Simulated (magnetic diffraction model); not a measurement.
**Magnetic neutron pattern of Tb₂Cd₃Ni₉As₇**

Space group P-6 (no. 174), a = 9.7430 Å, c = 3.9770 Å.

```
site  atom       x       y    z
  1a    Tb       0       0    0
  1d    Tb     1/3     2/3  1/2
  3j    Cd  0.4021  0.2104    0
  3j    As  0.3793  0.4537    0
  1e    As     2/3     1/3    0
  3k    As  0.2573  0.0444  1/2
  3j    Ni  0.6160  0.7186    0
  3k    Ni  0.5667  0.4468  1/2
  3k    Ni  0.2363  0.2812  1/2
```

The compound is invented for this exercise: a known structure type with other elements, its cell scaled to their sizes and not relaxed.

Only Tb is taken to order (form factors of Tb3+); orders and moment sizes are assumed, and not adapted to the symmetry. Radiation: neutrons of λ = 2.41 Å (absorption by Cd left out), 8° to 50°; isotropic B of 0.12 Å² (Tb), 0.13 Å² (Cd), 0.14 Å² (As) and 0.22 Å² (Ni). Simulated constant-wavelength pattern: nuclear and magnetic terms add, the magnetic one as |2.695 fm × Σ f S⊥ exp(2πi Q·r) exp(−B s²)|², summed over all Q at one angle with the factor 1/(sin²θ cos θ). For collinear order S is the moment m, which repeats by lattice and centring translations R with the sign exp(−2πi k·R). Free-ion form factors, Sears's scattering lengths of 1992, no absorption; a label names one of the reflections at its angle. The strongest nuclear line in the range is 100, and lines under 0.2 are left out.

Assume the order k = (0 0 0), collinear moments along [100], 5.02 μB on Tb; signs + at (0, 0, 0), − at (1/3, 2/3, 1/2).

Predict the pattern, nuclear and magnetic parts apart.

```tsv
2θ (°)	index	nuclear	magnetic
16.42	(1 0 0)	34.0	399.2
28.64	(1 1 0)	88.6	0.0
33.19	(2 0 0)	99.2	92.3
35.27	(0 0 1)	10.8	72.0
39.14	(1 0 1)	66.0	78.4
44.40	(2 1 0)	25.4	98.1
46.05	(1 1 1)	100.0	193.1
49.21	(2 0 1)	84.4	39.8
```

The strongest magnetic line in the range is (1 0 0) at 16.42° (399.2). On top of the Lorentz factor, which all lines share, magnetic lines fade with angle because f falls: for Tb3+ it is 0.95, 0.82, 0.66 and 0.36 at sin θ/λ = 0.1, 0.2, 0.3 and 0.5 Å⁻¹, while nuclear lengths stay constant. The order has no net moment.

[Logs are printed without paths, hosts, clocks, repeated set-up lines and the standing remarks that a program may print on its own settings, such as how far it seeks lower states.]
